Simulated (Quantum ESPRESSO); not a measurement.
## Collinear magnetic orders of Ba2YCu3O6 with Quantum ESPRESSO

Symmetry: P4/mmm, No. 123, tetragonal system. The conventional cell has a = 3.865 Å, b = 3.865 Å, c = 11.852 Å, α = 90.00°, β = 90.00°, γ = 90.00°. Ba has 8 O at 2.78 to 2.92 Å nearest. Nearest to Y lie 8 O at 2.40 Å. Nearest to Cu lie 2 O at 1.80 Å. Cu has 4 O at 1.94 Å nearest. Nearest to O lie 2 Cu at 1.94 Å and 2 Y at 2.40 Å and 2 Ba at 2.92 Å. Nearest to O lie 2 Cu at 1.80 to 2.47 Å and 4 Ba at 2.78 Å. Farther neighbours and most contacts between anions are not listed.

- method: PBEsol; plane waves with GBRV 1.5 PBEsol potentials, no spin-orbit coupling (and 1 further level or step)
- program: Quantum ESPRESSO 7.5
- settings of one run: GBRV 1.5 PBEsol, cutoff 544.23 eV, 6×6×2 k-mesh, 80 bands, fermi-dirac occupations, smearing width 0.05 eV, collinear spin, SCF threshold 2.40e-8, mesh matched on, starting moments 0 0 0 1 1 1 0 0 0 0 0 0 μB
- cost: 3 runs, 8.8 min in all on 4 MPI ranks of Arm Neoverse V2, shared host (the runs of this entry)
- notes: No Hubbard term acts here. In such compounds local and semilocal functionals without one often delocalise the d electrons, and can shrink or lose moments and miss the size, sign and order of the couplings. The smearing term is large for its width, so states at the Fermi level are partly filled: at this level the cell is a metal or has a gap of a few widths at most.
- lowest state found: non-magnetic (from ferro +++, ferri ++- and ferri +--)
- largest site moment: 0 μB

The lowest state carries no moment, and no start kept one. Only these 3 starts were compared; other wavevectors, canted and longer-period orders were not.

[Hosts, paths, dates, database ids (printed as entryN), source tags and the programs' standing remarks are cut or masked in the printed files.]

[Where a cell is said to come from a database of computed structures, the database is the Materials Project.]
